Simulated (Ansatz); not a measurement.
# TlS4Br (built on the sites of a database entry of TlClO4): following an unstable mode, part 2 of 3

Wanted: the energy along a soft mode of TlS4Br (built on the sites of a database entry of TlClO4) and the structure at the end.

Ansatz 0.2.0; DFT PBEsol, scalar-relativistic, plane waves, PAW.

So far, highest frequency on the path or at a solved wavevector (cm⁻¹): step 2 (the dispersion) 320. Also lowest frequency on the path (cm⁻¹): step 2 -314.

The structure was built from a prototype and need not be the compound's stable phase.

### Step 4. The mode frozen in, largest atomic shift 0.45 Å

The atoms are moved along the unstable eigenvector, the largest shift by 0.45 Å, with the cell fixed.

input.yaml reads:

```yaml
crystal:
  lattice:
    - [0.0, 4.6786404278, 4.6786404278]
    - [-4.6786404278, 4.6786404278, 0.0]
    - [-4.6786404278, -4.6786404278, 9.3572808556]
  atoms:
    - { symbol: Tl, position: [0.4996508895, 0.2501745553, 0.7505236658] }
    - { symbol: Tl, position: [0.5003491105, 0.7498254447, 0.2494763342] }
    - { symbol: Br, position: [-0.0036904889, 1.0018452445, 1.0055357334] }
    - { symbol: Br, position: [0.0036904889, 0.4981547555, 0.4944642666] }
    - { symbol: S, position: [0.4402242351, 0.7798878824, 0.9078124314] }
    - { symbol: S, position: [0.4913939153, 0.2543030423, 0.4369178768] }
    - { symbol: S, position: [0.872075451, 0.7798878824, 0.9078124314] }
    - { symbol: S, position: [0.8173851655, 0.2543030423, 0.4369178768] }
    - { symbol: S, position: [0.8169650178, 0.5915174911, 0.7745524733] }
    - { symbol: S, position: [0.8724955988, 0.0637522006, 0.1912566019] }
    - { symbol: S, position: [0.872075451, 0.3480366665, 0.9078124314] }
    - { symbol: S, position: [0.8173851655, 0.9283117921, 0.4369178768] }
kpoints:
  mp_grid: { grid: [9, 9, 9] }
hamiltonian:
  xc: pbesol
scf:
  occupations: { method: methfessel_paxton, width: 0.2 }
output:
  forces: true
  stress: true
  eigenvalues: true
```

The run is started by

```sh
$ ansatz run input.yaml --threads 8 --pin off --max-ram 14336MiB --backend cpu --events-out ev --progress --plain --runs-dir out
```

Numbers of over 12 decimals in the logs are rounded to 6 here.

The program printed:

```text
[...]
Crystal: 12 atoms, lattice volume = 409.656 Å³
Basis set: ecut = 420 eV, 8011 PW (Γ), exchange–correlation on 90×90×160 points (8 copies of the dense FFT grid, shifted against one another)
Bands: 56, of which v1, the nominal top of the filled ones, is band 44 counted from 1 (43 counted from 0)
Symmetry: 6 space group operations
[...]
k-point 0: bands = [... 40 lower, 2.5327, 2.5327, 3.1573, 3.1870, 3.1870, 3.9394, 4.6638, 4.6638, ... 8 higher]
  k-point 1: bands = [... 40 lower, 2.5205, 2.5205, 3.1573, 3.1872, 3.1872, 3.9394, 4.6528, 4.6528, ... 8 higher]
  k-point 2: bands = [... 40 lower, 2.4900, 2.4900, 3.1573, 3.1877, 3.1877, 3.9394, 4.6288, 4.6288, ... 8 higher]
  k-point 84: bands = [... 40 lower, 2.2791, 2.3230, 2.5571, 2.7515, 3.2686, 3.6757, 4.5487, 4.6811, ... 8 higher]
[key lines of the parts left out:]
SCF converged after 10 iterations
Free energy (F): -35137.078218 eV
Fermi energy:    3.147466 eV
P = ⅓ Tr σ = 2.6723 GPa (26.723 kbar)
```

The job ended after 16 s (8 threads of Intel Xeon Platinum 8488C (Sapphire Rapids), shared host; peak memory 2 GiB).

This step gave:

| Quantity | Value |
| --- | --- |
| pressure | 2.672 GPa |
| energy from the undistorted cell | -197.4 meV/atom |

The energy, extrapolated to zero smearing, is -197.44 meV/atom against the undistorted cell.

The run ends at a pressure of 2.67 GPa, with forces up to 2.7 eV/Å.

### Step 5. Energy along the mode, all amplitudes (two of the runs are shown above)

An imaginary frequency means negative curvature, so the energy should fall and then rise again as anharmonic terms take over.

Numbers from this step:

```
depth at the lowest point sampled  : 197.4 meV/atom
largest atomic shift at that point : 0.45 Å
```

The energy from the parent by largest atomic shift:

| largest atomic shift (Å) | energy from the parent (meV/atom) |
| --- | --- |
| 0.000 | 0 |
| 0.040 | -3.12 |
| 0.080 | -12.3 |
| 0.140 | -36.3 |
| 0.220 | -82.7 |
| 0.320 | -148 |
| 0.450 | -197 |
| 0.600 | -128 |

Displacement at unit largest shift by atom:

| atom | x (Å) | y (Å) | z (Å) | size |
| --- | --- | --- | --- | --- |
| Tl1 | -0.007 | -0.007 | 0.007 | 0.012 |
| Tl2 | 0.007 | 0.007 | -0.007 | 0.012 |
| Br3 | -0.077 | -0.077 | 0.077 | 0.133 |
| Br4 | 0.077 | 0.077 | -0.077 | 0.133 |
| S5 | 0.018 | 0.018 | -0.569 | 0.570 |
| S6 | -0.018 | -0.018 | 0.569 | 0.570 |
| S7 | 0.018 | 0.569 | -0.018 | 0.570 |
| S8 | -0.018 | -0.569 | 0.018 | 0.570 |
| S9 | -0.577 | -0.577 | 0.577 | 0.999 |
| S10 | 0.577 | 0.577 | -0.577 | 0.999 |
| S11 | 0.569 | 0.018 | -0.018 | 0.570 |
| S12 | -0.569 | -0.018 | 0.018 | 0.570 |

The lowest of the steps tried is at 0.45 Å, 197 meV/atom below the parent; the bottom of the well need not coincide with a step.

### Step 6. Relaxation from the frozen mode

Starting from the lowest point found, all atoms and the cell are let go, so that strain and other modes of the same symmetry can join in.

Edit input.yaml of step 4 so:

```diff
@@ -28 +28,6 @@
   eigenvalues: true
+relax:
+  adjacent_minimum: "off"
+  f_tol: 0.002
+  max_steps: 120
+  cell: { stress_tol: 0.03 }
```

The program printed:

```text
[...]
Crystal: 12 atoms, lattice volume = 409.656 Å³
Basis set: ecut = 420 eV, 8011 PW (Γ), exchange–correlation on 90×90×160 points (8 copies of the dense FFT grid, shifted against one another)
Bands: 56, of which v1, the nominal top of the filled ones, is band 44 counted from 1 (43 counted from 0)
Symmetry: 6 space group operations
[...]
k-points: 85 of 729 (time reversal used)
[...]
SCF iter   1: F=—  HF=-35137.137710 eV  |F-HF|=—  |Δ(HF+E_count)|=         —  Δρ=6.51e-3  dr2=2.79e-1  ethr=1.77e-3  ⟨swp⟩=7.5  Hψ=21741  notcnv=0
[...]
SCF iter  10: F=-35137.078218 eV  HF=-35137.078218 eV  |F-HF|=1.19e-8  |Δ(HF+E_count)|=   1.78e-8  S|Δr|=    0.00e0  Δρ=1.84e-6  dr2=2.51e-8  ethr=1.14e-10  ⟨swp⟩=11.1  Hψ=20446  notcnv=0
SCF 1 converged in 10 iterations: F = -35137.078218 eV  dr2 = 2.51e-8
[...]
relax step   1: F+E_penalty+E_count = -35137.07821821 eV  Δ(F+E_penalty+E_count) = +0.000e0 eV  max|allowed force component| = 1.536e0 eV/Å  Δτ_max = 0.0000 Å  P = +2.672 GPa  Ω = 409.656 Å³  (10 SCF iters, dr2 threshold 1.00e-7 eV, accepted)
Crystal: 12 atoms, lattice volume = 444.678 Å³
Basis set: ecut = 420 eV, 8713 PW (Γ), exchange–correlation on 90×90×160 points (8 copies of the dense FFT grid, shifted against one another)
[...]
SCF iter   9: F=-35138.205330 eV  HF=-35138.205330 eV  |F-HF|=6.44e-7  |Δ(HF+E_count)|=   4.30e-7  S|Δr|=    0.00e0  Δρ=8.56e-6  dr2=8.07e-7  ethr=1.36e-9  ⟨swp⟩=11.1  Hψ=25276  notcnv=0
SCF 2 converged in 9 iterations: F = -35138.205330 eV  dr2 = 8.07e-7
relax step   2: F+E_penalty+E_count = -35138.20532983 eV  Δ(F+E_penalty+E_count) = -1.127e0 eV  max|allowed force component| = 8.543e-1 eV/Å  Δτ_max = 0.1947 Å  P = +0.371 GPa  Ω = 444.678 Å³  energy of the carried Pulay correction = -2.162e-3 eV  (9 SCF iters, dr2 threshold 1.20e-6 eV, accepted)
Crystal: 12 atoms, lattice volume = 462.540 Å³
Basis set: ecut = 420 eV, 9049 PW (Γ), exchange–correlation on 90×90×160 points (8 copies of the dense FFT grid, shifted against one another)
[...]
SCF iter  11: F=-35138.732120 eV  HF=-35138.732120 eV  |F-HF|=6.45e-7  |Δ(HF+E_count)|=   1.45e-7  S|Δr|=    0.00e0  Δρ=6.49e-6  dr2=7.07e-7  ethr=1.36e-9  ⟨swp⟩=4.0  Hψ=13851  notcnv=0
SCF 3 converged in 11 iterations: F = -35138.732120 eV  dr2 = 7.07e-7
[...]
relax step   3: F+E_penalty+E_count = -35138.73211959 eV  Δ(F+E_penalty+E_count) = -5.268e-1 eV  max|allowed force component| = 6.720e-1 eV/Å  Δτ_max = 0.1951 Å  P = -0.563 GPa  Ω = 462.540 Å³  energy of the carried Pulay correction = -3.198e-3 eV  (11 SCF iters, dr2 threshold 1.20e-6 eV, accepted)
[... from here on, the SCF cycles and remarks between the steps are left out ...]
relax step   4: F+E_penalty+E_count = -35139.14116917 eV  Δ(F+E_penalty+E_count) = -4.090e-1 eV  max|allowed force component| = 4.374e-1 eV/Å  Δτ_max = 0.1949 Å  P = -0.474 GPa  Ω = 463.768 Å³  energy of the carried Pulay correction = -3.267e-3 eV  (12 SCF iters, dr2 threshold 1.20e-6 eV, accepted)
relax step   5: F+E_penalty+E_count = -35139.47439885 eV  Δ(F+E_penalty+E_count) = -3.332e-1 eV  max|allowed force component| = 4.019e-1 eV/Å  Δτ_max = 0.1952 Å  P = -0.310 GPa  Ω = 459.596 Å³  energy of the carried Pulay correction = -3.030e-3 eV  (12 SCF iters, dr2 threshold 1.20e-6 eV, accepted)
relax step   6: F+E_penalty+E_count = -35139.81239559 eV  Δ(F+E_penalty+E_count) = -3.380e-1 eV  max|allowed force component| = 4.475e-1 eV/Å  Δτ_max = 0.1952 Å  P = -0.291 GPa  Ω = 456.364 Å³  energy of the carried Pulay correction = -2.844e-3 eV  (10 SCF iters, dr2 threshold 1.20e-6 eV, accepted)
relax step   7: F+E_penalty+E_count = -35140.06633385 eV  Δ(F+E_penalty+E_count) = -2.539e-1 eV  max|allowed force component| = 4.376e-1 eV/Å  Δτ_max = 0.1951 Å  P = -0.211 GPa  Ω = 453.024 Å³  energy of the carried Pulay correction = -2.651e-3 eV  (9 SCF iters, dr2 threshold 1.20e-6 eV, accepted)
relax step   8: F+E_penalty+E_count = -35140.24463972 eV  Δ(F+E_penalty+E_count) = -1.783e-1 eV  max|allowed force component| = 4.351e-1 eV/Å  Δτ_max = 0.1924 Å  P = -0.010 GPa  Ω = 450.249 Å³  energy of the carried Pulay correction = -2.489e-3 eV  (9 SCF iters, dr2 threshold 1.20e-6 eV, accepted)
relax step   9: F+E_penalty+E_count = -35140.41101797 eV  Δ(F+E_penalty+E_count) = -1.664e-1 eV  max|allowed force component| = 3.942e-1 eV/Å  Δτ_max = 0.1953 Å  P = +0.112 GPa  Ω = 448.629 Å³  energy of the carried Pulay correction = -2.394e-3 eV  (10 SCF iters, dr2 threshold 1.20e-6 eV, accepted)
relax step  10: F+E_penalty+E_count = -35140.55751727 eV  Δ(F+E_penalty+E_count) = -1.465e-1 eV  max|allowed force component| = 2.610e-1 eV/Å  Δτ_max = 0.1951 Å  P = +0.115 GPa  Ω = 448.313 Å³  energy of the carried Pulay correction = -2.376e-3 eV  (11 SCF iters, dr2 threshold 1.20e-6 eV, accepted)
relax step  11: F+E_penalty+E_count = -35140.65791055 eV  Δ(F+E_penalty+E_count) = -1.004e-1 eV  max|allowed force component| = 1.165e-1 eV/Å  Δτ_max = 0.1959 Å  P = +0.007 GPa  Ω = 449.336 Å³  energy of the carried Pulay correction = -2.436e-3 eV  (11 SCF iters, dr2 threshold 1.20e-6 eV, accepted)
relax step  12: F+E_penalty+E_count = -35140.70961502 eV  Δ(F+E_penalty+E_count) = -5.170e-2 eV  max|allowed force component| = 2.141e-1 eV/Å  Δτ_max = 0.1467 Å  P = -0.284 GPa  Ω = 451.479 Å³  energy of the carried Pulay correction = -2.561e-3 eV  (11 SCF iters, dr2 threshold 8.48e-7 eV, accepted)
relax step  13: F+E_penalty+E_count = -35140.71163867 eV  Δ(F+E_penalty+E_count) = -2.024e-3 eV  max|allowed force component| = 1.488e-1 eV/Å  Δτ_max = 0.0680 Å  P = +0.034 GPa  Ω = 450.331 Å³  energy of the carried Pulay correction = -2.494e-3 eV  (9 SCF iters, dr2 threshold 1.20e-6 eV, accepted)
relax step  14: F+E_penalty+E_count = -35140.72280211 eV  Δ(F+E_penalty+E_count) = -1.116e-2 eV  max|allowed force component| = 3.583e-2 eV/Å  Δτ_max = 0.0451 Å  P = -0.003 GPa  Ω = 449.890 Å³  energy of the carried Pulay correction = -2.468e-3 eV  (10 SCF iters, dr2 threshold 1.20e-6 eV, accepted)
relax step  15: F+E_penalty+E_count = -35140.72405855 eV  Δ(F+E_penalty+E_count) = -1.256e-3 eV  max|allowed force component| = 2.477e-2 eV/Å  Δτ_max = 0.0116 Å  P = -0.025 GPa  Ω = 448.339 Å³  energy of the carried Pulay correction = -2.377e-3 eV  (9 SCF iters, dr2 threshold 8.03e-8 eV, accepted)
relax step  16: F+E_penalty+E_count = -35140.72458000 eV  Δ(F+E_penalty+E_count) = -5.215e-4 eV  max|allowed force component| = 1.273e-2 eV/Å  Δτ_max = 0.0140 Å  P = +0.001 GPa  Ω = 447.734 Å³  energy of the carried Pulay correction = -2.342e-3 eV  (11 SCF iters, dr2 threshold 3.83e-8 eV, accepted)
relax step  17: F+E_penalty+E_count = -35140.72509115 eV  Δ(F+E_penalty+E_count) = -5.112e-4 eV  max|allowed force component| = 1.915e-2 eV/Å  Δτ_max = 0.0186 Å  P = +0.019 GPa  Ω = 446.834 Å³  energy of the carried Pulay correction = -2.289e-3 eV  (11 SCF iters, dr2 threshold 1.01e-8 eV, accepted)
relax step  18: F+E_penalty+E_count = -35140.72581914 eV  Δ(F+E_penalty+E_count) = -7.280e-4 eV  max|allowed force component| = 3.161e-2 eV/Å  Δτ_max = 0.0301 Å  P = +0.025 GPa  Ω = 445.088 Å³  energy of the carried Pulay correction = -2.186e-3 eV  (12 SCF iters, dr2 threshold 2.29e-8 eV, accepted)
relax step  19: F+E_penalty+E_count = -35140.72759377 eV  Δ(F+E_penalty+E_count) = -1.775e-3 eV  max|allowed force component| = 4.481e-2 eV/Å  Δτ_max = 0.0820 Å  P = +0.024 GPa  Ω = 440.512 Å³  energy of the carried Pulay correction = -1.914e-3 eV  (13 SCF iters, dr2 threshold 6.24e-8 eV, accepted)
relax step  20: F+E_penalty+E_count = -35140.73047794 eV  Δ(F+E_penalty+E_count) = -2.884e-3 eV  max|allowed force component| = 9.060e-2 eV/Å  Δτ_max = 0.1950 Å  P = +0.023 GPa  Ω = 429.755 Å³  energy of the carried Pulay correction = -1.263e-3 eV  (15 SCF iters, dr2 threshold 1.26e-7 eV, accepted)
relax step  21: F+E_penalty+E_count = -35140.73256974 eV  Δ(F+E_penalty+E_count) = -2.092e-3 eV  max|allowed force component| = 6.529e-2 eV/Å  Δτ_max = 0.0200 Å  P = -0.038 GPa  Ω = 430.550 Å³  energy of the carried Pulay correction = -1.311e-3 eV  (11 SCF iters, dr2 threshold 5.13e-7 eV, accepted)
relax step  22: F+E_penalty+E_count = -35140.73385510 eV  Δ(F+E_penalty+E_count) = -1.285e-3 eV  max|allowed force component| = 6.356e-2 eV/Å  Δτ_max = 0.0951 Å  P = -0.080 GPa  Ω = 423.542 Å³  energy of the carried Pulay correction = -8.788e-4 eV  (14 SCF iters, dr2 threshold 2.66e-7 eV, accepted)
relax step  23: F+E_penalty+E_count = -35140.73422383 eV  Δ(F+E_penalty+E_count) = -3.687e-4 eV  max|allowed force component| = 3.670e-2 eV/Å  Δτ_max = 0.0737 Å  P = -0.009 GPa  Ω = 425.026 Å³  energy of the carried Pulay correction = -9.710e-4 eV  (13 SCF iters, dr2 threshold 2.53e-7 eV, accepted)
relax step  24: F+E_penalty+E_count = -35140.73498332 eV  Δ(F+E_penalty+E_count) = -7.595e-4 eV  max|allowed force component| = 2.507e-2 eV/Å  Δτ_max = 0.0221 Å  P = -0.021 GPa  Ω = 425.289 Å³  energy of the carried Pulay correction = -9.872e-4 eV  (10 SCF iters, dr2 threshold 8.42e-8 eV, accepted)
relax step  25: F+E_penalty+E_count = -35140.73531190 eV  Δ(F+E_penalty+E_count) = -3.286e-4 eV  max|allowed force component| = 5.029e-3 eV/Å  Δτ_max = 0.0127 Å  P = -0.006 GPa  Ω = 424.069 Å³  energy of the carried Pulay correction = -9.116e-4 eV  (12 SCF iters, dr2 threshold 3.93e-8 eV, accepted)
relax step  26: F+E_penalty+E_count = -35140.73535242 eV  Δ(F+E_penalty+E_count) = -4.052e-5 eV  max|allowed force component| = 2.457e-3 eV/Å  Δτ_max = 0.0049 Å  P = +0.001 GPa  Ω = 423.698 Å³  energy of the carried Pulay correction = -8.885e-4 eV  (13 SCF iters, dr2 threshold 1.58e-9 eV, accepted)
relax step  27: F+E_penalty+E_count = -35140.73537338 eV  Δ(F+E_penalty+E_count) = -2.096e-5 eV  max|allowed force component| = 6.579e-4 eV/Å  Δτ_max = 0.0039 Å  P = -0.001 GPa  Ω = 423.431 Å³  energy of the carried Pulay correction = -8.719e-4 eV  (13 SCF iters, dr2 threshold 3.77e-10 eV, accepted)
Basis set: ecut = 420 eV, 8279 PW (Γ), exchange–correlation on 96×96×160 points (8 copies of the dense FFT grid, shifted against one another)
[...]
SCF iter   9: F=-35140.736384 eV  HF=-35140.736384 eV  |F-HF|=7.28e-12  |Δ(HF+E_count)|=  2.91e-11  S|Δr|=    0.00e0  Δρ=3.10e-8  dr2=1.33e-11  ethr=1.00e-12  ⟨swp⟩=4.1  Hψ=16138  notcnv=0
SCF 28 converged in 9 iterations: F = -35140.736384 eV  dr2 = 1.33e-11
relax step  28: F+E_penalty+E_count = -35140.73638425 eV  Δ(F+E_penalty+E_count) = -1.011e-3 eV  max|allowed force component| = 8.227e-4 eV/Å  Δτ_max = 0.0000 Å  P = +0.000 GPa  Ω = 423.431 Å³  stress off target by 9.15e-4 GPa  SCF on the basis re-selected at this cell (its energy is not comparable with the rows above)  (9 SCF iters)
basis re-selected at this cell: Δ(F+E_penalty+E_count) = -1.011e-3 eV, ΔP = +0.001 GPa vs the last step (what re-selecting the basis moved, of the pressure what is left beyond the Pulay correction that the steps carried, after the strain that the cell walked since its last selection, with what the two solves' SCF thresholds leave and, on support functions, any second-order correction that the steps lacked; it is no measure of the basis error at this ecutwfc). The dense FFT grid was sized anew with the basis: this SCF ran on 48×48×80 points, the steps before it on 45×45×80, so part of this shift can come from that change (see relax.cell in the input reference). [rest of the remark cut]
SCF converged after 9 iterations
[...]
Free energy (F): -35140.736384 eV
[...]
Internal energy: -35140.673107 eV  (E = F + TS)
E sigma→0 (E₀):  -35140.720565 eV
Entropy (-TS):   -0.063277 eV (-5.273 meV/atom)
Fermi energy:    2.267080 eV
[...]
--- Forces (eV/Å), atoms counted from 1 ---
  atom   1  Tl     0.00021009     0.00021009    -0.00021009
  atom   2  Tl    -0.00017746    -0.00017746     0.00017746
  atom   3  Br    -0.00015461    -0.00015461     0.00015461
  atom   4  Br    -0.00026583    -0.00026583     0.00026583
  atom   5  S      0.00057963     0.00057963     0.00082284
  atom   6  S      0.00020732     0.00020732     0.00019007
  atom   7  S      0.00057963    -0.00082284    -0.00057963
  atom   8  S      0.00020732    -0.00019007    -0.00020732
  atom   9  S      0.00020246     0.00020246    -0.00020246
  atom  10  S     -0.00037680    -0.00037680     0.00037680
  atom  11  S     -0.00082284     0.00057963    -0.00057963
  atom  12  S     -0.00019007     0.00020732    -0.00020732
  max |Σ_I F_I| component: 1.19e-6 eV/Å
--- Stress (GPa, compression-positive) ---
        0.000441      -0.000475       0.000475
       -0.000475       0.000441       0.000475
        0.000475       0.000475       0.000441
  P = ⅓ Tr σ = 0.0004 GPa (0.004 kbar)
--- Band table (eV; the first three rows and the last of 85) ---
  k-point 0: bands = [... 40 lower, 1.2607, 1.6880, 2.0288, 2.3447, 2.3447, 3.4535, 3.5113, 4.5028, ... 8 higher]
  k-point 1: bands = [... 40 lower, 1.2786, 1.6977, 2.0288, 2.3263, 2.3263, 3.4535, 3.5125, 4.5000, ... 8 higher]
  k-point 2: bands = [... 40 lower, 1.3255, 1.7204, 2.0288, 2.2775, 2.2775, 3.4535, 3.5186, 4.4931, ... 8 higher]
  k-point 84: bands = [... 40 lower, 1.1551, 1.3816, 1.7872, 2.1300, 2.4092, 3.3858, 4.0196, 4.5747, ... 8 higher]
--- Relaxed structure (27 steps of the walk, 27 accepted, 1 SCFs on fresh bases) ---
  F+E_penalty+E_count = -35140.73638425 eV   max|allowed force component| = 8.227e-4 eV/Å   (the final SCF, on the basis selected at the relaxed cell)
  cell:  # Å, volume = 423.4309 Å³
    - [-5.551115123125783e-17, 4.809665, 4.809665]
    - [-4.809665, 4.809665, 0.0]
    - [-4.498208, -4.498208, 9.307873]
  atoms:
    - { symbol: Tl, position: [0.458472, 0.270764, 0.812292] }
    - { symbol: Tl, position: [0.629101, 0.685449, 0.056348] }
    - { symbol: Br, position: [-0.047516, 1.023758, 1.071274] }
    - { symbol: Br, position: [0.039299, 0.480351, 0.441052] }
    - { symbol: S, position: [0.452227, 0.773886, 0.837640] }
    - { symbol: S, position: [0.442970, 0.278515, 0.521613] }
    - { symbol: S, position: [0.936247, 0.773886, 0.837640] }
    - { symbol: S, position: [0.756902, 0.278515, 0.521613] }
    - { symbol: S, position: [0.823662, 0.588169, 0.764507] }
    - { symbol: S, position: [0.815487, 0.092256, 0.276769] }
    - { symbol: S, position: [0.936247, 0.289867, 0.837640] }
    - { symbol: S, position: [0.756902, 0.964583, 0.521613] }
```

The job ended after 8.6 min (8 threads; peak memory 2.4 GiB).

[end of part 2 of 3]

[Logs are printed without paths, hosts, clocks, repeated set-up lines and the standing remarks that a program may print on its own settings, such as how far it seeks lower states.]

[Hosts, paths, dates, database ids (printed as entryN), source tags and the programs' standing remarks are cut or masked in the printed files.]
